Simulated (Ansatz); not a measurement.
**Where Cu_i (void) puts its levels in the gap of AlN (F-43m)**

Wanted: the transition levels of a interstitial in AlN (F-43m), from a cell of 54 host atoms with 1 Cu put in.

Program: Ansatz 0.2.0. Level of theory: place-levels on r2SCAN runs: charge-transition levels and formation energies with image-charge correction and potential alignment at the atomic sites; PAW set soft_1. Results are calculated unless marked as measured.

## (1) The starting structure

The cell holds 55 atoms: 27 Al, 27 N and 1 Cu. Its edges and angles: a = 9.269 Å, b = 9.269 Å, c = 9.269 Å, α = 60.0°, β = 60.0°, γ = 60.0°. It derives from AlN (space group F-43m). Nearest the centre at fractional (0.167, 0.833, 0.833): Cu55 at 0.00 Å, N18 at 1.89 Å, N36 at 1.89 Å, N14 at 1.89 Å, N6 at 1.89 Å, Al35 at 2.18 Å, Al31 at 2.18 Å, Al23 at 2.18 Å.

Coordinates:

```xyz
55
Lattice="0.0000 6.5542 6.5542 6.5542 0.0000 6.5542 6.5542 6.5542 0.0000" Properties=species:S:1:pos:R:3 pbc="T T T"
Al    0.0000    0.0000    0.0000
N     1.0924    1.0924    1.0924
Al    2.1847    2.1847    0.0000
N     3.2771    3.2771    1.0924
Al    4.3695    4.3695    0.0000
N     5.4618    5.4618    1.0924
Al    2.1847    0.0000    2.1847
N     3.2771    1.0924    3.2771
Al    4.3695    2.1847    2.1847
N     5.4618    3.2771    3.2771
Al    6.5542    4.3695    2.1847
N     7.6466    5.4618    3.2771
Al    4.3695    0.0000    4.3695
N     5.4618    1.0924    5.4618
Al    6.5542    2.1847    4.3695
N     7.6466    3.2771    5.4618
Al    8.7389    4.3695    4.3695
N     9.8313    5.4618    5.4618
Al    0.0000    2.1847    2.1847
N     1.0924    3.2771    3.2771
Al    2.1847    4.3695    2.1847
N     3.2771    5.4618    3.2771
Al    4.3695    6.5542    2.1847
N     5.4618    7.6466    3.2771
Al    2.1847    2.1847    4.3695
N     3.2771    3.2771    5.4618
Al    4.3695    4.3695    4.3695
N     5.4618    5.4618    5.4618
Al    6.5542    6.5542    4.3695
N     7.6466    7.6466    5.4618
Al    4.3695    2.1847    6.5542
N     5.4618    3.2771    7.6466
Al    6.5542    4.3695    6.5542
N     7.6466    5.4618    7.6466
Al    8.7389    6.5542    6.5542
N     9.8313    7.6466    7.6466
Al    0.0000    4.3695    4.3695
N     1.0924    5.4618    5.4618
Al    2.1847    6.5542    4.3695
N     3.2771    7.6466    5.4618
Al    4.3695    8.7389    4.3695
N     5.4618    9.8313    5.4618
Al    2.1847    4.3695    6.5542
N     3.2771    5.4618    7.6466
Al    4.3695    6.5542    6.5542
N     5.4618    7.6466    7.6466
Al    6.5542    8.7389    6.5542
N     7.6466    9.8313    7.6466
Al    4.3695    4.3695    8.7389
N     5.4618    5.4618    9.8313
Al    6.5542    6.5542    8.7389
N     7.6466    7.6466    9.8313
Al    8.7389    8.7389    8.7389
N     9.8313    9.8313    9.8313
Cu   10.9236    6.5542    6.5542
```

The host's dielectric constants go in as inputs: 4.64 for the electrons alone, 8.51 with the ions, computed on the host (DFPT, PBEsol, on the r2SCAN cell), and a cell off the functional's own equilibrium shifts the ionic part.

The cell's shortest repeat is 9.3 Å.

## (2) Charge states

Levels follow from differences of total energies between charge states, each relaxed by itself.

Each atom starts 0.05 Å or so off its site in a random direction: a symmetric start keeps its symmetry, and would miss off-centre moves and Jahn–Teller distortions. Forces are taken at one point at (¼, ¼, ¼). The cell holds 1 electron fewer than the neutral one, with a uniform background that keeps it neutral on the whole.

The sampling was tested on the host first: at the k-points planned (1x1x1 shifted 0.25 0.25 0.25) its energy lies 0.045 eV an atom from the dense-mesh value, so the final energies take a denser sampling.

One state's input; the others differ in charge, spin, start and seed, and in occupations where the table says so.

Contents of qp1.relax/input.yaml:

```yaml
crystal:
  lattice:
    - [0.0, 2.18472995, 2.18472995]
    - [2.18472995, 0.0, 2.18472995]
    - [2.18472995, 2.18472995, 0.0]
  atoms:
    - { symbol: Al, position: [0.0, 0.0, 0.0] }
    - { symbol: "N", position: [0.25, 0.25, 0.25] }
  supercell: [3, 3, 3]
  defects:
    - { interstitial: { symbol: Cu, position: [0.166667, 0.833333, 0.833333] } }
total_charge: 1
basis:
  ecutwfc: 500
  xc_grid: 2
hamiltonian:
  xc: r2scan
  pseudopotentials: { kind: paw, azcp: { folder: soft_1 } }
kpoints:
  mp_grid: { grid: [1, 1, 1], shift: [0.25, 0.25, 0.25] }
scf:
  occupations: { method: fixed }
  max_iter: 80
output:
  forces: true
  charged_corrections: { epsilon: 4.64, static_epsilon: 8.51 }
relax:
  f_tol: 0.02
  max_steps: 80
  random_displacement: { amplitude: 0.05, seed: 8092 }
checkpoint:
  write: "../qp1.relax.run"
  compress: false
  write_wavefunctions: true
  write_every: 100000
```

Command:

```sh
$ ansatz run input.yaml --threads 4 --pin off --max-ram 7536MiB --backend cpu --events-out ev --progress --plain --runs-dir out
```

The relaxed structure is kept and the sampling changed to a 2×2×2 shifted mesh.

The run of this state that the levels use, under r2SCAN:

Contents of qp1.point/input.yaml:

```yaml
crystal:
  checkpoint: "../qp1.relax.run"
  host: checkpoint
total_charge: 1
basis:
  ecutwfc: 500
  xc_grid: 2
hamiltonian:
  xc: r2scan
  pseudopotentials: { kind: paw, azcp: { folder: soft_1 } }
kpoints:
  mp_grid: { grid: [2, 2, 2], shift: [0.5, 0.5, 0.5] }
scf:
  occupations: { method: fermi_dirac, width: 0.01 }
  max_iter: 80
output:
  forces: true
  eigenvalues: true
  charged_corrections:
    epsilon: 4.64
    static_epsilon: 8.51
    defect_position: [0.166667, 0.833333, 0.833333]
  eigenstates: { localisation: true }
  populations: true
  band_densities: [{ bands: [v1, v1] }, { bands: [c1, c1] }]
  write_density: true
  write_potential: true
  volumetric_format: npy
checkpoint:
  read: "../qp1.relax.run"
  write: "../qp1.point.run"
  compress: false
  write_wavefunctions: false
  write_every: 100000
```

Relaxations under r2SCAN at one point at (¼, ¼, ¼); times on 4 threads of Arm Neoverse V1, shared host:

```tsv
charge	moment (μB)	occupations	outcome	steps	largest displacement against the far atoms (Å)	time
0	1	fixed	converged	9	0.14	3.3 min
+1	0	fixed	converged	7	0.13	76 s
+2	1	fixed	converged	8	0.17	3.4 min
```

Single points under r2SCAN at a 2×2×2 shifted mesh; times on 4 threads of Arm Neoverse V1, shared host:

```tsv
charge	moment (μB)	occupations	outcome	time
0	1	fermi-dirac	converged	2.4 min
+1	0	fermi-dirac	converged	54 s
+2	1	fermi-dirac	converged	2.3 min
```

Distances (Å) from Cu55 to the nearest atoms after relaxation with r2SCAN:

```tsv
charge	moment (μB)	1.	2.	3.	4.	5.	6.
0	1	N 1.94	N 1.99	N 1.99	N 1.99	Al 2.28	Al 2.28
+1	0	N 1.95	N 1.95	N 1.95	N 1.95	Al 2.31	Al 2.31
+2	1	N 1.90	N 1.93	N 1.93	N 1.95	Al 2.34	Al 2.34
```

## (3) Placing the levels, r2SCAN

A charged cell interacts with its images and the background, and its potential has another zero than the host's. place-levels removes the first by a point-charge model, screened by the static dielectric constant since the ions have relaxed around the charge, and the second by comparing potentials at atoms far from the defect.

The host is a run of the defect-free crystal in the same cutoffs, grids and k-points, so that basis and sampling errors cancel in part in the differences. The host is run in a cell of 2 atoms on a matching mesh. Its band edges are searched through the zone by a band path, so the gap is smaller than, or equal to, that on the mesh. Chemical potentials are energies per atom of Cu (fcc), run with the same functional and cutoff.

Contents of levels.point.yaml:

```yaml
host:
  run: host.point.run
states: [q0_M1.point.run, qp1.point.run, qp2_M1.point.run]
geometry_from:
  q0_M1.point.run: q0_M1.relax.run
  qp1.point.run: qp1.relax.run
  qp2_M1.point.run: qp2_M1.relax.run
  host.point.run: host.relax.run
chemical_potentials:
  Cu:
    energy: -6631.253193
    dataset: "<sha256 of the dataset>"
epsilon: 4.64
static_epsilon: 8.51
vertical:
  - { from: qp1.point.run, to: qp1.point_neutral.run }
  - { from: qp2_M1.point.run, to: qp2_M1.point_neutral.run }
```

Command:

```sh
$ ansatz place-levels levels.point.yaml -- --threads 4 --pin off --max-ram 7536MiB
```

Numbers of over 12 decimals in the logs are rounded to 6 here.

Output:

```text
[... repeated set-up lines and file paths are left out, and long positions are rounded to six places ...]
(+2/+1) 0.000 eV above the valence edge (-0.408 eV without the band-filling correction), 3.918 eV under the conduction edge
(+1/0) 4.359 eV above the valence edge, in the conduction band
formation energy of charge +2: +2.603 eV with the Fermi level at the valence edge
formation energy of charge +1: +2.603 eV with the Fermi level at the valence edge
formation energy of charge 0: +6.962 eV with the Fermi level at the valence edge
vertical +1 to 0: no energy, since no alignment is typed
  the change from vertical[0].from (qp1.point.run) to vertical[0].to (qp1.point_neutral.run): by its potential at epsilon 4.64 it stands at 0.048 0.716 0.715, with an rms radius of about 5.0 Å (2.9 2.9 2.9 Å across the planes of the cell's vectors); [...]
vertical +2 to 0: no energy, since no alignment is typed
  the change from vertical[1].from (qp2_M1.point.run) to vertical[1].to (qp2_M1.point_neutral.run): by its spins about the atoms it stands at 0.145 0.804 0.803, with an rms radius of about 0.7 Å (0.7 0.0 0.0 Å across the planes of the cell's vectors); [...]
  edges by r2scan, gap 3.918 eV; the host is sampled to repeats of 18.54 Å
  the defect's cells are sampled to repeats of 18.54 Å, like sampling
  charge +2: -31709.4775 eV with its correction of +1.923 eV, at epsilon 8.51, aligned at sites: +0.3697 eV, mean over 24 atomic sites at or beyond 4.63 Å from the defect at [0.1667, 0.8333, 0.8333], with +0.000000 for the charge's moments and without [...]
  charge +1: -31703.1850 eV with its correction of +0.701 eV, at epsilon 8.51, aligned at sites: +0.4054 eV, mean over 24 atomic sites at or beyond 4.63 Å from the defect at [0.1667, 0.8333, 0.8333], with +0.000000 for the charge's moments and without [...]
  charge 0: +0.000 eV for its dipole among its images, +0.000 omitted
  of states[2] (qp2_M1.point.run): a band-filling correction moves a carrier to the host's band edge, which changes its energy by -0.408 eV; [...]
  of states[1] (qp1.point.run): how wide its charge is, is not read beside other atoms or cores, and a band state would take no correction. [...]
  of states[0] (q0_M1.point.run): stability_check_not_made
  of vertical[0].from (qp1.point.run): it parts from the run at its places by a charge that spreads by about 2.9 Å along one vector (1.3 Å or more is wide), by its potential at epsilon 4.64, taken for that of held ions (one typed too small widens it), where [...]
  of vertical[0].to (qp1.point_neutral.run): its moments are held at its close (magnetization.spin_locking), by a field of 0.277 eV a Bohr magneton, and its energy and levels are of the state that this holds: a run that lets them go can end lower; [...]
  of vertical[1].from (qp2_M1.point.run): stability_check_not_made
  vertical[1].to (qp2_M1.point_neutral.run): levels filled in part (TS 0.001 eV): its energy is of no whole electron's
  of vertical[1].to (qp2_M1.point_neutral.run): it set out from the moments of a save, which an earlier run chose (saved_moments_taken); [...]
```

It took 0.36 s on 4 threads of Arm Neoverse V1, shared host.

Levels between the charges placed, in eV above the valence top:

```tsv
	gap (eV)	(+2/+1)	(+1/0)
r2SCAN	3.92	0.00	4.36
```

Corrections by state:

```tsv
charge	moment (μB)	image terms and alignment (eV)	band filling (eV)	ε used	over the lowest of its charge, as the program ranks them, band filling apart (eV)
+2	1.0	1.923	-0.408	8.51	0.000
+1	0.0	0.701	-	8.51	0.000
0	1.0	0.000	-	-	0.000
```

The charged structures listed were also run neutral, and place-levels reads from each pair, by the potential or the spins, how wide the charge is by which they differ; that can be the carrier of either run.

```tsv
charge	rms radius (Å)	spread where it is widest against the cell (Å)	wide from (Å)	reading
+2	0.7	0.73	1.31	narrow
+1	5.0	2.89	1.31	wide
```

The neutral runs of these pairs need not share the spin of the lowest neutral state, and very wide values only mean spread over the cell.

From the program's caveats on the states, each cut to its opening words:

- charge +2 (1 μB): a band-filling correction moves a carrier to the host's band edge, which changes its energy by -0.408 eV
- charge +2 (1 μB): its alignment with the host at atomic sites is doubtful: the mean over the far sites moves by -0.1028 eV from their farther parts to their nearer, more than [...]
- charge +2 (1 μB), 0 (1 μB): flagged: stability check not made
- charge +1: how wide its charge is, is not read beside other atoms or cores, and a band state would take no correction

The host's formation energy from the elements is -1.603 eV per atom; it sets how far the chemical potentials can move.

Limit set by the element alone; other compounds of these elements are not counted. Chemical potentials from the elements' reference states: Al 0.00 eV, N -3.21 eV, Cu 0.00 eV. Formation energies (Al-rich), with the Fermi level at the valence top and at the conduction bottom (gap 3.92 eV):

```tsv
charge	at valence top (eV)	at conduction bottom (eV)	correction included (eV)
+2	2.60	10.44	1.51
+1	2.60	6.52	0.70
0	6.96	6.96	0.00
```

(Fermi level (eV), lowest formation energy (eV)): (0.00, 2.60), (0.36, 2.96), (0.71, 3.31), (1.07, 3.67), (1.42, 4.03), (1.78, 4.38), (2.14, 4.74), (2.49, 5.10), (2.85, 5.45), (3.21, 5.81), (3.56, 6.17), (3.92, 6.52)

Limit set by the element alone; other compounds of these elements are not counted. Chemical potentials from the elements' reference states: N 0.00 eV, Al -3.21 eV, Cu 0.00 eV. Formation energy by charge state (N-rich; gap 3.92 eV):

```tsv
charge	at valence top (eV)	at conduction bottom (eV)	correction included (eV)
+2	2.60	10.44	1.51
+1	2.60	6.52	0.70
0	6.96	6.96	0.00
```

Fermi level (eV), lowest formation energy (eV) and a bar from the least value:
```
     0.00       2.60 
     0.36       2.96 ###
     0.71       3.31 #####
     1.07       3.67 ########
     1.42       4.03 ###########
     1.78       4.38 ##############
     2.14       4.74 ################
     2.49       5.10 ###################
     2.85       5.45 ######################
     3.21       5.81 #########################
     3.56       6.17 ###########################
     3.92       6.52 ##############################
```

## (4) The same at the relaxations' own k-points

The relaxations' own energies give the levels at their sampling, for comparison.

Contents of levels.relax_mesh.yaml:

```yaml
host:
  run: host.relax.run
states: [q0_M1.relax.run, qp1.relax.run, qp2_M1.relax.run]
chemical_potentials:
  Cu:
    energy: -6631.253193
    dataset: "<sha256 of the dataset>"
```

Command:

```sh
$ ansatz place-levels levels.relax_mesh.yaml -- --threads 4 --pin off --max-ram 7536MiB
```

Output:

```text
[...]
(+1/0) 4.306 eV above the valence edge (+4.501 eV without the band-filling correction), in the conduction band
formation energy of charge +2: +2.656 eV with the Fermi level at the valence edge
formation energy of charge +1: +2.656 eV with the Fermi level at the valence edge
formation energy of charge 0: +6.962 eV with the Fermi level at the valence edge
  edges by r2scan, gap 3.870 eV; the host is sampled to repeats of 9.27 Å
[... the lines on each state left out ...]
```

Elapsed: 0.11 s, on 4 threads.

Levels between neighbouring charges, in eV above the valence top:

```tsv
	gap (eV)	(+2/+1)	(+1/0)
one point at (¼, ¼, ¼)	3.87	0.00	4.31
a 2×2×2 shifted mesh	3.92	0.00	4.36
```

Going from one point at (¼, ¼, ¼) to a 2×2×2 shifted mesh moves formation energies against the elements by up to 0.05 eV; band-filling terms, which differ between samplings, are in these energies.

## (5) Outcome

| Item | Value |
| --- | --- |
| gap of the host | 3.92 eV (r2SCAN) |
| level (plus 2/plus 1) | 0.00 eV above the valence top (-0.41 eV above the valence top without the band-filling term) |
| level (plus 1/0) | 4.36 eV above the valence top, past the conduction bottom |
| lowest of the charges placed, just above the valence top (0.02 eV) | +1 |
| lowest of the charges placed, just below the conduction bottom (0.02 eV) | +1 |
| lowest formation energy at mid-gap of the charges run, Al-rich | 4.56 eV |
| lowest formation energy at mid-gap of the charges run, N-rich | 4.56 eV |
| standing of these levels | doubtful, see below |

In words: Of the charges placed (0, +1 and +2), +1 is the lowest from 0.02 eV above the valence top to 0.02 eV below the conduction bottom, a gap of 3.92 eV. A neutral run at a charged structure lies 0.21 eV below the neutral state placed. Unless it holds a band carrier, charge 0 isn't at its lowest here, and with that energy the steps would read (+1/0) 4.15 eV, which can change which charges are lowest. Charges below 0 were not placed, so these runs say nothing of levels that involve them. States placed: +2 at 1 μB; +1 at 0 μB; 0 at 1 μB. Other spin states or structures, where not listed, weren't placed. The program finds carriers beyond a band edge of the host and adds a band-filling term at charge +2 (-0.41 eV); steps to such a charge show no bound level, and a defect level inside a band would be read the same way. Corrections reach 1.9 eV, so the cell is small for these charges and their levels are rough. Cu is taken at its element; compounds, which aren't counted here, bound the chemical potentials and would shift these formation energies. Going from one point at (¼, ¼, ¼) to a 2×2×2 shifted mesh moves formation energies against the elements by up to 0.05 eV; band-filling terms, which differ between samplings, are in these energies. The program doubts the alignment of potentials for at least one state, a sign that the cell is small. What this leaves open: r2SCAN makes the gap too small and tends to spread out bound carriers; where a gas molecule sets a chemical potential or the host's formation energy, its binding is uncorrected; force components of up to 0.60 eV/Å remain in a run at the final settings.

[Logs are printed without paths, hosts, clocks, repeated set-up lines and the standing remarks that a program may print on its own settings, such as how far it seeks lower states.]

[Hosts, paths, dates, database ids (printed as entryN), source tags and the programs' standing remarks are cut or masked in the printed files.]

[Where a table of states has a column of steps, it counts the stored structures, which are thinned; the runs took as many ionic steps or more.]

[A defect's name tells the site on which it was built; relaxed atoms can leave that site.]

[For some hosts the program warned that the k-mesh of the response run may be too coarse for force constants and the static dielectric constant; such warnings are not shown here.]
